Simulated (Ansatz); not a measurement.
# CsKNaCl3: complex band structure, part 2 of 4

Aim: relax a made-up compound, CsKNaCl3, and see how good a tunnel barrier it would be. It is built by putting Cs for part of the K in the K2NaCl3 structure of space group P-3m1, with the volume rescaled by atomic radii. The parent structure comes from the Materials Project.

Ansatz 0.2.0; PBE DFT, plane waves, PAW files (the session's first sound run).

So far. Step 2 (Cell and atoms at rest): The largest force component on a free atom ends at 0.0024 eV/Å.

The structure was built from a prototype and need not be the compound's stable phase.

## Step 3: The bulk crystal and its band edges

The energy window and the wavevectors of the next steps follow from the band edges, so these are searched first, off the mesh as well.

File input.yaml:

```yaml
crystal:
  lattice:
    - [4.4746706965, 0.0, 0.0]
    - [-2.2373353482, 3.8751784967, 0.0]
    - [0.0, 0.0, 11.2502775254]
  atoms:
    - { symbol: Cs, position: [0.3333333333, 0.6666666667, 0.676767279] }
    - { symbol: K, position: [0.6666666667, 0.3333333333, 0.3110224573] }
    - { symbol: Na, position: [0.0, 0.0, 0.0119877697] }
    - { symbol: Cl, position: [0.3333333333, 0.6666666667, 0.1462577382] }
    - { symbol: Cl, position: [0.6666666667, 0.3333333333, 0.878432183] }
    - { symbol: Cl, position: [0.0, 0.0, 0.4755325728] }
kpoints:
  mp_grid: { grid: [6, 6, 2] }
  band_path: { path: [VBM, CBM], npoints: 30 }
scf:
  occupations: { method: fixed }
hamiltonian:
  xc: pbe
output:
  eigenvalues: true
  write_potential: true
  write_density: true
  volumetric_format: npy
  elf: true
```

Run with:

```bash
> ansatz run input.yaml --threads 2 --pin off --max-ram 4096MiB --backend cpu --events-out ev --progress --plain --runs-dir out
```

Numbers of over 12 decimals in the logs are rounded to 6 here.

Log:

```text
[...]
Crystal: 6 atoms, lattice volume = 195.081 Å³
Basis set: ecut = 420 eV, 3799 PW (Γ)
Bands: 30, of which v1, the nominal top of the filled ones, is band 24 counted from 1 (23 counted from 0)
Symmetry: 6 space group operations
[...]
k-points: 14 of 72 (time reversal used)
[...]
SCF iter   1: F=—  HF=-11944.764613 eV  |F-HF|=—  |Δ(HF+E_count)|=         —  Δρ=4.85e-4  dr2=4.05e-3  ethr=1.77e-3  ⟨swp⟩=5.4  Hψ=1664  notcnv=0  defer=49
[...]
SCF iter   6: F=-11944.762692 eV  HF=-11944.762692 eV  |F-HF|=3.16e-8  |Δ(HF+E_count)|=   6.49e-7  Δρ=4.49e-6  dr2=3.44e-8  ethr=2.08e-10  ⟨swp⟩=12.0  Hψ=2280  notcnv=0
SCF 1 converged in 6 iterations: F = -11944.762692 eV  dr2 = 3.44e-8
[...]
NSCF: frozen V_eff on 34 k-points
[...]
SCF converged after 6 iterations
Free energy (F): -11944.762692 eV
[...]
Internal energy: -11944.762692 eV  (E = F + TS)
E sigma→0 (E₀):  -11944.762692 eV
Fermi energy:    1.111435 eV
[...]
--- Band table (eV; the first three rows and the last of 14) ---
  k-point 0: bands = [... 20 lower, 0.7919, 1.0081, 1.0081, 1.1114, 5.8197, 7.1360, 7.7657, 7.9186, ... 2 higher]
  k-point 1: bands = [... 20 lower, 0.9031, 0.9322, 0.9575, 0.9575, 6.2776, 6.5621, 7.4201, 8.3669, ... 2 higher]
  k-point 2: bands = [... 20 lower, 0.7891, 0.8343, 0.9782, 1.0408, 6.4103, 7.3684, 7.8216, 8.1129, ... 2 higher]
  k-point 13: bands = [... 20 lower, 0.6233, 0.7193, 0.9345, 0.9372, 8.0030, 8.0636, 8.8610, 8.9630, ... 2 higher]
```

Elapsed: 14 s, on 2 threads of Arm Neoverse V2, shared host; peak memory 0.44 GiB; 28 s of CPU time.

Reading the cycles: dr2 is the Hartree energy of the density residual (eV), the measure of convergence; HF is the Harris–Foulkes estimate of the energy, which meets the free energy F at convergence.

This step gave:

| Property | Result |
| --- | --- |
| free energy | -11944.7627 eV |
| Fermi energy | 1.111 eV |
| gap on the k-mesh | 4.708 eV |
| gap on path | 4.708 eV, by band count; negative where bands overlap |
| direct gap on path | 4.708 eV |
| edge places on path | 0, 0 1/A along the path |

Levels at VBM (eV): -5.93, -5.83, -5.83, -1.00, -0.82, -0.33, -0.33, -0.32, -0.32, -0.10, -0.10, 0.00, 4.71, 6.02, 6.65, 6.81, 7.48, 7.48.

Electrostatic potential energy in the ac plane at fractional y = 0.000, with atoms of Na and Cl within 0.2 Å of it. With pseudopotentials it is smooth inside the atoms' cores, unlike the true potential.

Ten even steps from '_' (-40 eV) to '@' (7 eV), each cell a mean:
```
::==##@@@@@@@@@@@@@@@@%%**--
%%%%@@@@@@@@@@@@@@@@@@@@%%%%
@@@@@@@@@@@@@@@@@@@@@@@@@@@@
@@@@@@@@@@@@@@@@@@@@@@@@@@@@
@@@@@@@@@@@@@@@@@@@@@@@@@@@@
@@@@@@@@@@@@@@@@@@@@@@@@@@@@
@@@@@@@@@@@@%%%%%%@@@@@@@@@@
@@@@@@@@@@%%%%%%%%%%@@@@@@@@
@@@@@@@@@@%%%%%%%%@@@@@@@@@@
@@@@@@@@@@@@@@@@@@@@@@@@@@@@
**##@@@@@@@@@@@@@@@@@@@@%%##
__..++@@@@@@@@@@@@@@@@%%==__
____--%%@@@@@@@@@@@@@@##..__
..--**@@@@@@@@@@@@@@@@%%++::
%%%%@@@@@@@@@@@@@@@@@@@@@@%%
@@@@@@@@@@@@@@@@@@@@@@@@@@@@
@@@@@@@@@@@@@@@@@@@@@@@@@@@@
@@@@@@@@@@@@@@@@@@@@@@@@@@@@
@@@@@@@@@@@@@@@@@@@@@@@@@@@@
@@@@@@@@@@@@@@@@@@@@@@@@@@@@
@@@@@@@@@@@@@@@@@@@@@@@@@@@@
%%%%@@@@@@@@@@@@@@@@@@@@%%%%
..==##@@@@@@@@@@@@@@@@%%**::
____**%%@@@@@@@@@@@@@@%%--__
```
Columns run along a (4.5 Å; values clipped at the 3rd and 97th percentile), rows up along c (11.3 Å). Atoms in or near the plane, at fractional coordinates: Na at (0.00, 0.01), Cl at (0.00, 0.48).

Valence density in the ac plane at fractional y = 0.000, with atoms of Na and Cl within 0.2 Å of it. It is the smooth field of the valence electrons, not physical close to the nuclei.

Values in e/Å³, 24 rows by 14 columns, each cell a mean:
```
 6  3  0  0  0  0  0  0  0  0  0  0  1  4
 0  0  0  0  0  0  0  0  0  0  0  0  0  0
 0  0  0  0  0  0  0  0  0  0  0  0  0  0
 0  0  0  0  0  0  0  0  0  0  0  0  0  0
 0  0  0  0  0  0  0  0  0  0  0  0  0  0
 0  0  0  0  0  0  0  0  0  0  0  0  0  0
 0  0  0  0  0  0  0  0  0  0  0  0  0  0
 0  0  0  0  0  0  0  0  0  0  0  0  0  0
 0  0  0  0  0  0  0  0  0  0  0  0  0  0
 0  0  0  0  0  0  0  0  0  0  0  0  0  0
 1  1  0  0  0  0  0  0  0  0  0  0  0  1
 1  2  1  0  0  0  0  0  0  0  0  1  1  2
 0  1  1  0  0  0  0  0  0  0  0  1  2  1
 2  1  1  0  0  0  0  0  0  0  0  1  1  2
 1  0  0  0  0  0  0  0  0  0  0  0  0  1
 0  0  0  0  0  0  0  0  0  0  0  0  0  0
 0  0  0  0  0  0  0  0  0  0  0  0  0  0
 0  0  0  0  0  0  0  0  0  0  0  0  0  0
 0  0  0  0  0  0  0  0  0  0  0  0  0  0
 0  0  0  0  0  0  0  0  0  0  0  0  0  0
 0  0  0  0  0  0  0  0  0  0  0  0  0  0
 0  0  0  0  0  0  0  0  0  0  0  0  0  0
 6  3  0  0  0  0  0  0  0  0  0  0  1  4
18  9  1  0  0  0  0  0  0  0  0  0  3 13
```
Columns run along a (4.5 Å), rows up along c (11.3 Å). Atoms in or near the plane, at fractional coordinates: Na at (0.00, 0.01), Cl at (0.00, 0.48).

ELF in the ac plane at fractional y = 0.000, with atoms of Na and Cl within 0.2 Å of it. It is the smooth field of the valence electrons, not physical close to the nuclei.

Values, 24 rows by 14 columns, each cell a mean:
```
0.55 0.55 0.30 0.03 0.05 0.15 0.20 0.21 0.19 0.11 0.03 0.09 0.43 0.57
0.23 0.14 0.03 0.06 0.26 0.48 0.57 0.58 0.55 0.41 0.17 0.02 0.06 0.18
0.01 0.01 0.03 0.20 0.45 0.61 0.68 0.69 0.66 0.56 0.36 0.10 0.02 0.01
0.01 0.01 0.05 0.17 0.33 0.46 0.54 0.55 0.51 0.42 0.28 0.11 0.03 0.01
0.00 0.01 0.02 0.05 0.09 0.13 0.16 0.16 0.15 0.11 0.08 0.04 0.01 0.01
0.00 0.00 0.01 0.02 0.05 0.08 0.11 0.12 0.10 0.07 0.04 0.02 0.01 0.00
0.00 0.00 0.02 0.09 0.24 0.41 0.51 0.53 0.48 0.34 0.18 0.05 0.01 0.00
0.01 0.01 0.02 0.14 0.40 0.65 0.75 0.77 0.73 0.57 0.30 0.06 0.02 0.01
0.19 0.12 0.05 0.06 0.22 0.51 0.69 0.72 0.64 0.39 0.14 0.04 0.07 0.15
0.65 0.56 0.36 0.12 0.06 0.15 0.32 0.37 0.25 0.10 0.06 0.20 0.45 0.61
0.85 0.84 0.77 0.53 0.21 0.05 0.04 0.05 0.04 0.09 0.32 0.66 0.81 0.85
0.67 0.80 0.86 0.80 0.57 0.19 0.03 0.01 0.06 0.34 0.68 0.84 0.85 0.75
0.34 0.68 0.86 0.83 0.67 0.31 0.04 0.01 0.10 0.47 0.75 0.86 0.82 0.55
0.78 0.84 0.86 0.78 0.53 0.16 0.02 0.01 0.05 0.30 0.65 0.83 0.86 0.82
0.83 0.81 0.74 0.49 0.17 0.03 0.02 0.03 0.02 0.06 0.27 0.63 0.78 0.83
0.60 0.53 0.34 0.10 0.03 0.04 0.12 0.15 0.08 0.03 0.04 0.19 0.43 0.57
0.14 0.09 0.03 0.01 0.02 0.06 0.12 0.15 0.10 0.04 0.01 0.01 0.05 0.11
0.01 0.01 0.01 0.01 0.02 0.03 0.04 0.04 0.03 0.02 0.01 0.01 0.01 0.01
0.00 0.01 0.02 0.06 0.10 0.14 0.15 0.16 0.15 0.12 0.09 0.04 0.01 0.01
0.01 0.01 0.05 0.20 0.37 0.51 0.58 0.59 0.56 0.46 0.31 0.12 0.03 0.01
0.01 0.01 0.03 0.21 0.46 0.62 0.69 0.70 0.67 0.57 0.37 0.11 0.02 0.01
0.22 0.13 0.03 0.06 0.26 0.48 0.57 0.59 0.55 0.41 0.17 0.02 0.06 0.17
0.55 0.55 0.30 0.03 0.04 0.14 0.20 0.21 0.18 0.10 0.02 0.09 0.43 0.57
0.27 0.52 0.51 0.07 0.01 0.02 0.03 0.03 0.03 0.02 0.01 0.23 0.58 0.43
```
Columns run along a (4.5 Å), rows up along c (11.3 Å). Atoms in or near the plane, at fractional coordinates: Na at (0.00, 0.01), Cl at (0.00, 0.48).

The searched edges give 4.71 eV, as on the mesh.

## Step 4: Decaying states in the gap

This step: PBE DFT, plane waves, PAW files; complex bands by layer matching along the plane's normal (Ansatz 0.2.0).

The same crystal is laid in a cell whose first two vectors span the (001) plane (indices of the standard conventional cell, whose axes can be ordered otherwise than in the bulk input). At fixed energy and wavevector in the plane the solver finds all kz, real and complex. A few wavevectors are listed, (0, 0) and (0.5, 0) in units of the plane's reciprocal vectors; the slowest state needn't be among them.

File input.yaml:

```yaml
crystal:
  lattice:
    - [4.474670696, 0.0, 0.0]
    - [2.237335348, 3.875178497, 0.0]
    - [0.0, 0.0, 11.250277525]
  atoms:
    - { symbol: Cs, position: [0.6666666667, 0.6666666667, 0.676767279] }
    - { symbol: K, position: [0.3333333333, 0.3333333333, 0.3110224573] }
    - { symbol: Na, position: [0.0, 0.0, 0.0119877697] }
    - { symbol: Cl, position: [0.6666666667, 0.6666666667, 0.1462577382] }
    - { symbol: Cl, position: [0.3333333333, 0.3333333333, 0.878432183] }
    - { symbol: Cl, position: [0.0, 0.0, 0.4755325728] }
kpoints:
  mp_grid: { grid: [6, 6, 2] }
scf:
  occupations: { method: fixed }
hamiltonian:
  xc: pbe
output:
  eigenvalues: true
  transmission:
    leads: [[0, 0]]
    kpoints: [[0.0, 0.0], [0.5, 0.0]]
    e_range: [-1.0, 5.71]
    de: 0.13
```

Log:

```text
[...]
Crystal: 6 atoms, lattice volume = 195.081 Å³
Basis set: ecut = 420 eV, 3799 PW (Γ)
Bands: 30, of which v1, the nominal top of the filled ones, is band 24 counted from 1 (23 counted from 0)
Symmetry: 6 space group operations
[...]
k-points: 14 of 72 (time reversal used)
[...]
SCF iter   1: F=—  HF=-11944.764616 eV  |F-HF|=—  |Δ(HF+E_count)|=         —  Δρ=4.85e-4  dr2=4.05e-3  ethr=1.77e-3  ⟨swp⟩=5.4  Hψ=1664  notcnv=0  defer=49
[...]
SCF iter   6: F=-11944.762692 eV  HF=-11944.762692 eV  |F-HF|=3.16e-8  |Δ(HF+E_count)|=   6.50e-7  Δρ=4.49e-6  dr2=3.44e-8  ethr=2.08e-10  ⟨swp⟩=12.0  Hψ=2279  notcnv=0
SCF 1 converged in 6 iterations: F = -11944.762692 eV  dr2 = 3.44e-8
[...]
transmission: 16 of 32 steps passed
transmission: 32 of 32 steps passed
SCF converged after 6 iterations
Free energy (F): -11944.762692 eV
[...]
Internal energy: -11944.762692 eV  (E = F + TS)
E sigma→0 (E₀):  -11944.762692 eV
Fermi energy:    1.111435 eV
[...]
--- Band table (eV; the first three rows and the last of 14) ---
  k-point 0: bands = [... 20 lower, 0.7919, 1.0081, 1.0081, 1.1114, 5.8197, 7.1360, 7.7657, 7.9186, ... 2 higher]
  k-point 1: bands = [... 20 lower, 0.9031, 0.9322, 0.9575, 0.9575, 6.2776, 6.5621, 7.4201, 8.3669, ... 2 higher]
  k-point 2: bands = [... 20 lower, 0.7891, 0.8343, 0.9782, 1.0408, 6.4103, 7.3684, 7.8216, 8.1129, ... 2 higher]
  k-point 13: bands = [... 20 lower, 0.6233, 0.7193, 0.9345, 0.9372, 8.0030, 8.0636, 8.8610, 8.9630, ... 2 higher]
--- Transmission ---
  basis      : 151 plane waves across, 16 finite elements along
  points     : 2, as listed
  energies   : 52 from -1.000000 to 5.630000 eV about the Fermi level, 0.130000 eV apart; the leads are filled to 2.354156 eV, and channels, transmission and decay are at 2.380000 eV
  crystal 0  : Cl3K1Cs1Na1, at the sites [0, 0], period 11.2503 Å: whole cells are its period
    offset         : up to 0.0000 Å between an atom of the period and one for which it stands
    channels       : 0.000000e0 a spin
    conductance    : none, the energies end too early or step too widely for 300 K: set another output.transmission.e_range or a lower de, or, where they end at an eighth of basis.ecutwfc, a higher one
    slowest decay  : 0.3988 /Å at (0.0000, 0.0000)
```

Run time: 21 s. Hardware: 2 threads; peak memory 0.58 GiB; 33 s of CPU time.

Numbers from this step:

| Property | Result |
| --- | --- |
| level to which the leads are filled | 2.354 eV from the Fermi level |
| decay constant at the filling level, zone centre | 0.3988 Å⁻¹ |
| decay constant at the filling level, slowest listed point | 0.3988 Å⁻¹ |

K parallel (0, 0); values up to 1.5 1/Å, a degenerate pair printed once or twice; energies at which all values exceed this have no row. Table of Im kz of the slowest decaying states by energy, zero at the highest filled level on the SCF mesh:

```
energy (eV)  decay 1 (Å⁻¹)  decay 2 (Å⁻¹)  decay 3 (Å⁻¹)  decay 4 (Å⁻¹)
      -1.00         0.0155          0.659           1.18           1.39
      -0.61          0.436           1.16           1.36              -
      -0.35         0.0907           1.14           1.34              -
       0.04         0.0960          0.344           1.12           1.31
       0.30          0.239          0.515           1.11           1.28
       0.69          0.325          0.641           1.08           1.25
       0.95          0.358          0.692           1.07           1.23
       1.34          0.387          0.745           1.04           1.19
       1.60          0.398          0.770           1.03           1.17
       1.99          0.403          0.796           1.00           1.13
       2.38          0.399          0.811          0.973           1.09
       2.64          0.391          0.816          0.954           1.07
       3.03          0.370          0.818          0.924           1.03
       3.29          0.351          0.815          0.903           1.01
       3.68          0.313          0.806          0.870          0.970
       3.94          0.278          0.796          0.847          0.946
       4.33          0.204          0.777          0.810          0.908
       4.59          0.117          0.760          0.783          0.882
       4.98          0.731          0.740          0.843              -
       5.24         0.0347          0.707          0.709          0.816
       5.63          0.650          0.669          0.773              -
```

K parallel (0.5, 0); values up to 1.5 1/Å, a degenerate pair printed once or twice; energies at which all values exceed this have no row. The Im kz of the slowest decaying states by energy, zero at the highest filled level on the SCF mesh:

```
energy (eV)  decay 1 (Å⁻¹)  decay 2 (Å⁻¹)  decay 3 (Å⁻¹)  decay 4 (Å⁻¹)
      -1.00         0.0563          0.611           1.02              -
      -0.74          0.162          0.453           1.01              -
      -0.48         0.0814          0.163          0.168          0.993
      -0.22         0.0838          0.124          0.979              -
       0.04          0.300          0.472          0.963              -
       0.30          0.380          0.414          0.609          0.947
       0.56          0.435          0.479          0.696          0.931
       0.82          0.476          0.524          0.759          0.914
       1.08          0.506          0.557          0.809          0.896
       1.34          0.530          0.583          0.850          0.879
       1.60          0.547          0.602          0.860          0.885
       1.86          0.560          0.617          0.842          0.916
       2.12          0.569          0.628          0.823          0.943
       2.51          0.576          0.639          0.795          0.981
       2.77          0.576          0.642          0.776           1.00
       3.03          0.573          0.643          0.758           1.03
       3.29          0.567          0.640          0.740           1.05
       3.55          0.557          0.634          0.724           1.06
       3.81          0.543          0.624          0.709           1.08
       4.07          0.523          0.610          0.697           1.09
       4.33          0.498          0.595          0.685           1.09
       4.59          0.465          0.577          0.674           1.07
       4.85          0.421          0.557          0.662           1.04
       5.11          0.361          0.535          0.649           1.02
       5.37          0.254          0.511          0.635           1.00
       5.63          0.193          0.484          0.619          0.987
```

At the listed wavevectors the last open channel is at -0.09 eV and the next at +4.72 eV on the grid. At +2.38 eV, the grid energy nearest the filling level (the middle of the gap on the SCF mesh), the slowest state at the listed wavevectors decays with κ = 0.399 Å⁻¹, its amplitude falling by e over 2.5 Å. Through 1 nm of this crystal that state's transmission falls by exp(−2 × 0.399 Å⁻¹ × 10 Å) = 3.4e-4.

## Step 5: Decay over the two-dimensional zone

The listed points could miss the slowest state, so one energy near mid-gap is solved on a mesh of 8×8.

Edit input.yaml of step 4 so:

```diff
@@ -20,6 +20,2 @@
   eigenvalues: true
-  transmission:
-    leads: [[0, 0]]
-    kpoints: [[0.0, 0.0], [0.5, 0.0]]
-    e_range: [-1.0, 5.71]
-    de: 0.13
+  transmission: { leads: [[0, 0]], kmesh: [8, 8], e_range: [2.35, 2.36], de: 0.05 }
```

Log:

```text
[...]
Crystal: 6 atoms, lattice volume = 195.081 Å³
Basis set: ecut = 420 eV, 3799 PW (Γ)
Bands: 30, of which v1, the nominal top of the filled ones, is band 24 counted from 1 (23 counted from 0)
Symmetry: 6 space group operations
[...]
k-points: 14 of 72 (time reversal used)
[...]
SCF iter   1: F=—  HF=-11944.764616 eV  |F-HF|=—  |Δ(HF+E_count)|=         —  Δρ=4.85e-4  dr2=4.05e-3  ethr=1.77e-3  ⟨swp⟩=5.4  Hψ=1664  notcnv=0  defer=49
[...]
SCF iter   6: F=-11944.762692 eV  HF=-11944.762692 eV  |F-HF|=3.16e-8  |Δ(HF+E_count)|=   6.50e-7  Δρ=4.49e-6  dr2=3.44e-8  ethr=2.08e-10  ⟨swp⟩=12.0  Hψ=2279  notcnv=0
SCF 1 converged in 6 iterations: F = -11944.762692 eV  dr2 = 3.44e-8
[...]
transmission: 56 of 140 steps passed
transmission: 112 of 140 steps passed
transmission: 140 of 140 steps passed
SCF converged after 6 iterations
Free energy (F): -11944.762692 eV
[...]
Internal energy: -11944.762692 eV  (E = F + TS)
E sigma→0 (E₀):  -11944.762692 eV
Fermi energy:    1.111435 eV
[...]
--- Band table (eV; the first three rows and the last of 14) ---
  k-point 0: bands = [... 20 lower, 0.7919, 1.0081, 1.0081, 1.1114, 5.8197, 7.1360, 7.7657, 7.9186, ... 2 higher]
  k-point 1: bands = [... 20 lower, 0.9031, 0.9322, 0.9575, 0.9575, 6.2776, 6.5621, 7.4201, 8.3669, ... 2 higher]
  k-point 2: bands = [... 20 lower, 0.7891, 0.8343, 0.9782, 1.0408, 6.4103, 7.3684, 7.8216, 8.1129, ... 2 higher]
  k-point 13: bands = [... 20 lower, 0.6233, 0.7193, 0.9345, 0.9372, 8.0030, 8.0636, 8.8610, 8.9630, ... 2 higher]
--- Transmission ---
  basis      : 151 plane waves across, 14 finite elements along
  points     : 10, standing for a mesh of 8 x 8
  energies   : 1 from 2.350000 to 2.350000 eV about the Fermi level; the leads are filled to 2.354156 eV, and channels, transmission and decay are at 2.350000 eV
[...]
channels       : 0.000000e0 a spin
    conductance    : none, crystal 0 has no channel at the energies, or these end too early or step too widely for 300 K: set another output.transmission.e_range or a lower de, or, where they end at an eighth of basis.ecutwfc, a higher one
    slowest decay  : 0.3995 /Å at (0.0000, 0.0000)
```

Run time: 10 s. Hardware: 2 threads; peak memory 0.67 GiB; 21 s of CPU time.

Numbers from this step:

```yaml
least_decay_constant_on_the_mesh: 0.3995 Å⁻¹
```

Slowest decay constant (1/Å; 0 where a channel is open) over k1 and k2. At 2.3500 eV from the Fermi level.

Values, 8 rows by 8 columns:
```
0.625 0.724 0.724 0.625 0.600 0.643 0.643 0.600
0.720 0.724 0.720 0.643 0.577 0.628 0.577 0.643
0.625 0.625 0.643 0.628 0.500 0.500 0.628 0.643
0.574 0.600 0.577 0.500 0.400 0.500 0.577 0.600
0.625 0.643 0.628 0.500 0.500 0.628 0.643 0.625
0.720 0.643 0.577 0.628 0.577 0.643 0.720 0.724
0.625 0.600 0.643 0.643 0.600 0.625 0.724 0.724
0.574 0.625 0.720 0.625 0.574 0.625 0.720 0.625
```
Columns: k1 (b1) from -0.5 to 0.375; rows upwards: k2 (b2) from -0.5 to 0.375.

The least value on the mesh is 0.400 Å⁻¹ at +2.35 eV. At that energy the listed points give about 0.399 Å⁻¹ by interpolation, so the mesh holds no clearly slower state.

[end of part 2 of 4]

[Logs are printed without paths, hosts, clocks, repeated set-up lines and the standing remarks that a program may print on its own settings, such as how far it seeks lower states.]

[Hosts, paths, dates, database ids (printed as entryN), source tags and the programs' standing remarks are cut or masked in the printed files.]
